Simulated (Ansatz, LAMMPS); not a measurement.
# Structural relaxation of amorphous 38SiO2-62GeO2 (mol %) (96 atoms)

How does amorphous 38SiO2-62GeO2 (mol %) (96 atoms) relax, and what do bonds, charges and levels look like afterwards?

Method: Kohn-Sham DFT, PBE, PAW (set soft_2), plane waves, in Ansatz 0.2.0.

## (1) The starting structure

The cell holds 96 atoms: 12 Si, 20 Ge and 64 O. Cell: a = 11.438 Å, b = 11.438 Å, c = 11.438 Å, α = 90.0°, β = 90.0°, γ = 90.0°. 96 atoms (12 Si, 20 Ge, 64 O) placed at random at 3.12 g/cm³, melted at 5000 K for 10 ps at fixed volume with the Morse and Coulomb pair potential with partial charges (Pedone, Malavasi, Menziani, Cormack and Segre, J. Phys. Chem. B 110, 11780 (2006)). Quenched from 5000 K to 300 K at 50 K/ps and fixed volume, held 5 ps, then minimised at fixed cell.

Limits known from the start: The quench rate of 50 K/ps is orders of magnitude faster than experiment, which tends to freeze in extra defects. The network of bonds at the start is that of the classical potential that made the cell. Only the Γ point is sampled, in a cell whose shortest periodic width is 11 Å.

## (2) The classical run that made the cell

A classical potential makes the cell, at a small fraction of what the same run would cost in DFT.

This step: classical MD, Morse and Coulomb pair potential with partial charges (Pedone, Malavasi, Menziani, Cormack and Segre, J. Phys. Chem. B 110, 11780 (2006)) (LAMMPS 22 Jul 2025 - Update 4).

in.lmp reads:

```
# melt-quench of Si12Ge20O64
units metal
atom_style charge
boundary p p p
region box block 0 11.4375 0 11.4375 0 11.4375
create_box 3 box
mass 1 28.0850   # Si
mass 2 72.6300   # Ge
mass 3 15.9990   # O
create_atoms 1 random 12 39565 NULL overlap 1.5 maxtry 2000
create_atoms 2 random 20 39572 NULL overlap 1.5 maxtry 2000
create_atoms 3 random 64 39579 NULL overlap 1.5 maxtry 2000
pair_style hybrid/overlay pedone 5.5 coul/long 8.0
pair_coeff * * coul/long
pair_coeff 1 3 pedone 0.340554 2.006700 2.100000 1   # Si-O
pair_coeff 2 3 pedone 0.158118 2.294230 2.261313 5   # Ge-O
pair_coeff 3 3 pedone 0.042395 1.379316 3.618701 22   # O-O
set type 1 charge 2.4
set type 2 charge 2.4
set type 3 charge -1.2
kspace_style pppm 1.0e-4
neigh_modify delay 0 every 1 check yes
thermo_style custom step time temp pe press density
thermo_modify norm yes
timestep 0.002
thermo 100
min_style cg
minimize 1e-4 1e-4 200 2000
reset_timestep 0
velocity all create 5000 39566 mom yes dist gaussian
fix lim all nve/limit 0.05
fix lan all langevin 5000 5000 0.2 39567 zero yes
thermo 500
run 1000 post no
# [... 10 lines left out ...]
thermo 1250
fix md all nvt temp 300 300 0.2
run 2500 post no
unfix md
thermo 100
min_style cg
minimize 0 1e-3 2000 20000
write_dump all custom glass.dump id type xs ys zs modify sort id
```

Run with:

```
> lmp -in in.lmp -log none -nocite
```

The program printed:

```text
LAMMPS (22 Jul 2025 - Update 4)
Created orthogonal box = (0 0 0) to (11.4375 11.4375 11.4375)
Created 12 atoms
Created 20 atoms
Created 64 atoms
PPPM initialization ...
  G vector (1/distance) = 0.37791371
  grid = 12 12 12
  estimated relative force accuracy = 7.8033942e-05
   Step          Time           Temp          PotEng         Press         Density
         0   0              0             -1.5164319      458538.51      3.1225637
        68   0.136          0             -16.711816     -15745.825      3.1225637
Loop time of 0.0416273 s on 1 MPI rank(s) for 68 steps with 96 atoms
Minimization stats:
  Stopping criterion = energy tolerance
[... 36 lines left out ...]
     55000   110            259.24431     -16.923074      1960.5749      3.1225637
     55500   111            322.32828     -16.930334      617.97533      3.1225637
Loop time of 1.06553 s on 1 MPI rank(s) for 2500 steps with 96 atoms
   Step          Time           Temp          PotEng         Press         Density
     55500   111            322.32828     -16.930334      617.97533      3.1225637
     55521   111.042        322.32828     -16.968281      7666.708       3.1225637
Loop time of 0.0399193 s on 1 MPI rank(s) for 21 steps with 96 atoms
Minimization stats:
  Stopping criterion = linesearch alpha is zero
  Energy initial, next-to-last, final =
     -16.9303341589375  -16.9682806434493  -16.9682806434493
  Force two-norm initial, final = 14.044438 0.33551362
  Iterations, force evaluations = 21 75
```

Elapsed: 25 s, on 1 thread of AMD EPYC 7B13 (Zen 3), shared host; peak memory 0.071 GiB.

## (3) Single point at the start

A single point comes first, to see the forces before anything moves.

input.yaml reads:

```yaml
crystal:
  lattice:
    - [11.4375, 0.0, 0.0]
    - [0.0, 11.4375, 0.0]
    - [0.0, 0.0, 11.4375]
  atoms:
    - { symbol: Si, position: [0.55984, 0.67213, 0.88759] }
    - { symbol: Si, position: [0.86074, 0.33715, 0.73616] }
    - { symbol: Si, position: [0.66045, 0.47064, 0.05804] }
    - { symbol: Si, position: [0.19597, 0.56131, 0.67844] }
    - { symbol: Si, position: [0.5931, 0.32453, 0.63333] }
    - { symbol: Si, position: [0.35128, 0.34792, 0.78152] }
    - { symbol: Si, position: [0.09795, 0.19083, 0.31782] }
    - { symbol: Si, position: [0.67703, 0.00901, 0.98833] }
    - { symbol: Si, position: [0.96384, 0.57043, 0.83315] }
    - { symbol: Si, position: [0.79861, 0.25243, 0.97892] }
    - { symbol: Si, position: [0.47605, 0.30421, 0.18313] }
    - { symbol: Si, position: [0.1244, 0.24322, 0.67276] }
    - { symbol: Ge, position: [0.09885, 0.8113, 0.15062] }
    - { symbol: Ge, position: [0.28498, 0.41795, 0.03881] }
    - { symbol: Ge, position: [0.42897, 0.05096, 0.05183] }
    - { symbol: Ge, position: [0.18877, 0.9357, 0.39578] }
    - { symbol: Ge, position: [0.36086, 0.70053, 0.07318] }
    - { symbol: Ge, position: [0.15119, 0.99926, 0.9462] }
    - { symbol: Ge, position: [0.66543, 0.71554, 0.38135] }
    - { symbol: Ge, position: [0.05956, 0.24112, 0.04724] }
    - { symbol: Ge, position: [0.202, 0.98729, 0.6688] }
    - { symbol: Ge, position: [0.81075, 0.81431, 0.83952] }
    - { symbol: Ge, position: [0.4843, 0.51397, 0.45157] }
    - { symbol: Ge, position: [0.21179, 0.40303, 0.45498] }
    - { symbol: Ge, position: [0.40978, 0.70318, 0.65557] }
    - { symbol: Ge, position: [0.84688, 0.06291, 0.35116] }
    - { symbol: Ge, position: [0.47575, 0.98443, 0.58556] }
    - { symbol: Ge, position: [0.44318, 0.85735, 0.28115] }
    - { symbol: Ge, position: [0.89855, 0.61982, 0.0907] }
    - { symbol: Ge, position: [0.7559, 0.8978, 0.57558] }
    - { symbol: Ge, position: [0.78932, 0.85268, 0.16742] }
    - { symbol: Ge, position: [0.57244, 0.1591, 0.40401] }
    - { symbol: O, position: [0.83961, 0.76022, 0.05782] }
    - { symbol: O, position: [0.13525, 0.32452, 0.35032] }
    - { symbol: O, position: [0.54135, 0.01764, 0.9546] }
    - { symbol: O, position: [0.08792, 0.55718, 0.76715] }
    - { symbol: O, position: [0.96373, 0.1568, 0.35531] }
    - { symbol: O, position: [0.56859, 0.82975, 0.35528] }
    - { symbol: O, position: [0.26423, 0.68199, 0.68655] }
    - { symbol: O, position: [0.11214, 0.10786, 0.66153] }
    - { symbol: O, position: [0.43498, 0.96297, 0.17462] }
    - { symbol: O, position: [0.17755, 0.08588, 0.37116] }
    - { symbol: O, position: [0.91157, 0.70072, 0.82966] }
    - { symbol: O, position: [0.51068, 0.25774, 0.31012] }
    - { symbol: O, position: [0.48223, 0.04518, 0.44443] }
    - { symbol: O, position: [0.76308, 0.74794, 0.27168] }
    - { symbol: O, position: [0.34602, 0.03921, 0.64619] }
    - { symbol: O, position: [0.71637, 0.3644, 0.98667] }
    - { symbol: O, position: [0.6768, 0.92811, 0.10644] }
    - { symbol: O, position: [0.36333, 0.37098, 0.91837] }
    - { symbol: O, position: [0.01571, 0.68525, 0.16191] }
    - { symbol: O, position: [0.73022, 0.33058, 0.6758] }
    - { symbol: O, position: [0.17884, 0.94287, 0.80996] }
    - { symbol: O, position: [0.77225, 0.94358, 0.9108] }
    - { symbol: O, position: [0.16567, 0.52004, 0.54522] }
    - { symbol: O, position: [0.67625, 0.74267, 0.85927] }
    - { symbol: O, position: [0.29889, 0.46714, 0.71982] }
    - { symbol: O, position: [0.45921, 0.73759, 0.96558] }
    - { symbol: O, position: [0.77311, 0.53843, 0.11523] }
    - { symbol: O, position: [0.19043, 0.29669, 0.56047] }
    - { symbol: O, position: [0.06959, 0.91059, 0.0393] }
    - { symbol: O, position: [0.70728, 0.12325, 0.34788] }
    - { symbol: O, position: [0.56877, 0.40496, 0.14285] }
    - { symbol: O, position: [0.23657, 0.7782, 0.10008] }
    - { symbol: O, position: [0.46954, 0.1875, 0.10219] }
    - { symbol: O, position: [0.23144, 0.26711, 0.76874] }
    - { symbol: O, position: [0.62704, 0.9728, 0.60676] }
    - { symbol: O, position: [0.44306, 0.8434, 0.62644] }
    - { symbol: O, position: [0.96244, 0.55047, 0.97344] }
    - { symbol: O, position: [0.9933, 0.30234, 0.68427] }
    - { symbol: O, position: [0.8251, 0.8702, 0.70126] }
    - { symbol: O, position: [0.55998, 0.43463, 0.554] }
    - { symbol: O, position: [0.72083, 0.76333, 0.5122] }
    - { symbol: O, position: [0.59669, 0.56212, 0.97087] }
    - { symbol: O, position: [0.16921, 0.91412, 0.54214] }
    - { symbol: O, position: [0.28957, 0.03541, 0.00014] }
    - { symbol: O, position: [0.07989, 0.13172, 0.94719] }
    - { symbol: O, position: [0.83269, 0.97645, 0.4736] }
    [... 12 atom lines left out ...]
    - { symbol: O, position: [0.10307, 0.18205, 0.17831] }
    - { symbol: O, position: [0.30875, 0.56414, 0.04446] }
    - { symbol: O, position: [0.32169, 0.87386, 0.36472] }
    - { symbol: O, position: [0.35046, 0.36195, 0.16191] }
    - { symbol: O, position: [0.72809, 0.13728, 0.01146] }
    - { symbol: O, position: [0.91294, 0.2684, 0.05868] }
kpoints:
  mp_grid: { grid: [1, 1, 1] }
hamiltonian:
  xc: pbe
scf:
  occupations: { method: fermi_dirac, width: 0.025 }
output:
  forces: true
```

Run with:

```
> ansatz run input.yaml --threads 4 --pin off --max-ram 8192MiB --backend cpu --events-out ev --progress --plain --runs-dir out
```

The program printed:

```text
Engine: ansatz 0.2.0, x86_64-unknown-linux-gnu
Pseudopotentials: kind: paw
Pseudopotential: Si, paw, valence charge 4, recommended cutoff 420 eV (normal), Si.paw.azcp
Pseudopotential: Ge, paw, valence charge 14, recommended cutoff 420 eV (normal), Ge.paw.azcp
Pseudopotential: O, paw, valence charge 6, recommended cutoff 420 eV (normal), O.paw.azcp
[... 5 lines on functional and potentials left out ...]
Crystal: 96 atoms, lattice volume = 1496.213 Å³
Basis set: ecut = 420 eV, 29279 PW (Γ), exchange–correlation on 160×160×160 points (8 copies of the dense FFT grid, shifted against one another)
Bands: 452, of which v1, the nominal top of the filled ones, is band 356 counted from 1 (355 counted from 0)
Symmetry: 1 space group operations
Space group: P1 (ITA 1), of the structure as read, at distance tolerance 1.1e-4 Å
k-points: 1
[... 7 lines on functional and potentials left out ...]
Initial density: superposition of atomic densities (neutral atoms: chi_scale 0, normalization atom), corrected by the library's trained network
Initial wavefunctions: pseudopotential atomic-orbital guess
Functional: x = pbe(κ = 0.804, μ = 0.219515), c = pbe(β = 0.066725)
SCF iter   1: F=—  HF=-129865.454466 eV  |F-HF|=—  |Δ(HF+E_count)|=         —  Δρ=2.55e-3  dr2=1.11e-1  ethr=1.77e-3  ⟨swp⟩=5.0  Hψ=1717  notcnv=0  defer=77
preconditioner: auto → Resta (q_TF=auto, 2.411 Å⁻¹)  ε∞=2.6  [insulator: Δε(μ)=2.637 eV  Ē_g=19.956 eV  σ=0.025 eV  W_gap=1.00  n_scr=364 (ndim 8)  ℏωp=25.6 eV  f_vac=0.278  D(μ)=0.00/eV (n_scr^D=0)  ε∞_Penn≈2.6  vacuum switching on, ρ_ref=2.9e-2 e/Å³]
SCF iter   2: F=—  HF=-129865.466878 eV  |F-HF|=—  |Δ(HF+E_count)|=   1.24e-2  Δρ=1.34e-3  dr2=1.85e-2  ethr=1.56e-5  ⟨swp⟩=2.0  Hψ=707  notcnv=0  defer=88
SCF iter   3: F=—  HF=-129865.469268 eV  |F-HF|=—  |Δ(HF+E_count)|=   2.39e-3  Δρ=5.56e-4  dr2=3.74e-3  ethr=2.59e-6  ⟨swp⟩=2.0  Hψ=627  notcnv=0  defer=49
automatic band count: iteration 3 solves 413 bands in place of 452: the levels show a gap, and the empty bands left out lie too high to hold charge; the band table lists the bands solved (type scf.n_extra_bands for more)
SCF iter   4: F=—  HF=-129865.469692 eV  |F-HF|=—  |Δ(HF+E_count)|=   4.24e-4  Δρ=1.57e-4  dr2=2.78e-4  ethr=5.25e-7  ⟨swp⟩=2.0  Hψ=584  notcnv=0  defer=49
SCF iter   5: F=—  HF=-129865.469877 eV  |F-HF|=—  |Δ(HF+E_count)|=   1.85e-4  Δρ=8.45e-5  dr2=7.98e-5  ethr=3.91e-8  ⟨swp⟩=2.0  Hψ=619  notcnv=0  defer=49
SCF iter   6: F=—  HF=-129865.469525 eV  |F-HF|=—  |Δ(HF+E_count)|=   3.53e-4  Δρ=1.82e-5  dr2=3.76e-6  ethr=1.12e-8  ⟨swp⟩=2.0  Hψ=677  notcnv=0  defer=49
SCF iter   7: F=—  HF=-129865.469525 eV  |F-HF|=—  |Δ(HF+E_count)|=   8.73e-7  Δρ=7.88e-6  dr2=5.97e-7  ethr=5.28e-10  ⟨swp⟩=2.0  Hψ=576  notcnv=0  defer=49
SCF iter   8: F=—  HF=-129865.469526 eV  |F-HF|=—  |Δ(HF+E_count)|=   3.96e-7  Δρ=4.11e-6  dr2=1.99e-7  ethr=1.40e-11  ⟨swp⟩=5.0  Hψ=1335  notcnv=0
SCF iter   9: F=-129865.469526 eV  HF=-129865.469526 eV  |F-HF|=2.10e-9  |Δ(HF+E_count)|=   4.63e-9  Δρ=8.15e-7  dr2=7.58e-9  ethr=1.40e-11  ⟨swp⟩=4.0  Hψ=1304  notcnv=0
SCF 1 converged in 9 iterations: F = -129865.469526 eV  dr2 = 7.58e-9
  greatest PAW one-centre occupation: 0.999 electrons in one spin orbital (limit 2), on the Ge atom at site 26 (counted from 0), in its partial waves of l = 2
SCF converged after 9 iterations
Free energy (F): -129865.469526 eV
Harris-Foulkes:  -129865.469526 eV  (|F-HF|=2.10e-9)
Internal energy: -129865.469526 eV  (E = F + TS)
E sigma→0 (E₀):  -129865.469526 eV
Fermi energy:    3.751895 eV
--- Per-component energies (eV) ---
  E_band       = -6686.184626
  E_kinetic    = 14118.558098
  E_local      = -110891.368575  (includes V_loc(G=0)·N_el)
  E_nonlocal   = 11915.619126
  E_hartree    = 47449.453428
  E_xc         = -6873.951966
  E_vxc        = -7857.506735  (∫ρ·V_xc dr)
  E_paw        = -56867.838094  (= ΣΔE_a)
  E_vpaw       = -8870.563462  (= ΣTr[D̂ρ^β])
  E_aug_tail   = 0.170262  (compensation charges beyond the density's cutoff)
  E_ewald      = -28716.111804
  E_smearing   = -0.000000  (= −TS)
  E_closure    = 0.000000  (closes the sum)
  Σ components = -129865.469526   (vs F -129865.469526, Δ=0.00e0)
--- Forces (eV/Å), atoms counted from 1 ---
  atom   1  Si    -0.24032576     0.04332626     0.90229369
  atom   2  Si     0.78045492     0.13767434     0.59216301
  atom   3  Si     0.28045012     0.26511574    -0.61033867
  atom   4  Si     1.80015847    -2.57231353    -0.20258510
  atom   5  Si    -0.86947292     0.05745989    -0.34830877
  atom   6  Si    -1.94221579     0.99453715    -1.29813179
  atom   7  Si    -0.28115607    -0.99162458    -0.01146645
  atom   8  Si     0.28755921    -0.86400235     1.34868814
  atom   9  Si    -0.51636756    -0.10385801     0.17105162
  atom  10  Si     0.20594052     0.40521549    -0.76086973
  atom  11  Si     0.26708541    -0.81583039    -1.69349081
  atom  12  Si     1.31312487     2.22755601     0.23281710
  atom  13  Ge     1.07070881    -0.11226819    -0.46356775
  atom  14  Ge     0.83053403    -0.52100745    -0.39370387
[...]
atom  95  O     -0.08820976     0.12404644     0.37555854
  atom  96  O     -0.27530544     0.59867411     1.13951688
  max |Σ_I F_I| component: 1.04e-4 eV/Å
```

The job ended after 15 s (4 threads of AMD EPYC 7B13 (Zen 3), shared host; peak memory 2.1 GiB; 52 s of CPU time).

The run gave:

- free energy: -129865.4695 eV
- free energy per atom: -1352.7653 eV/atom
- SCF cycles: 9
- r.m.s. force component: 0.8533 eV/Å
- longest force: 3.146 eV/Å
- Fermi energy: 3.752 eV

The r.m.s. force component of 0.85 eV/Å sets the starting point.

Length of the force by element and coordination:

| element | coordination | atoms | mean length of the force (eV/Å) | spread | least | most |
| --- | --- | --- | --- | --- | --- | --- |
| Ge | all | 20 | 1.38 | 0.515 | 0.617 | 2.24 |
| O | all | 64 | 1.33 | 0.537 | 0.143 | 2.33 |
| Si | all | 12 | 1.49 | 0.825 | 0.554 | 3.15 |

[end of part 1 of 4]

[Long decimals in the printed logs are rounded to 6 places.]

[Logs are printed without paths, hosts, clocks, repeated set-up lines and the standing remarks that a program may print on its own settings, such as how far it seeks lower states.]

[Hosts, paths, dates, database ids (printed as entryN), source tags and the programs' standing remarks are cut or masked in the printed files.]

[A walk said to have stopped at its limit may instead have ended on an SCF cycle that didn't converge.]
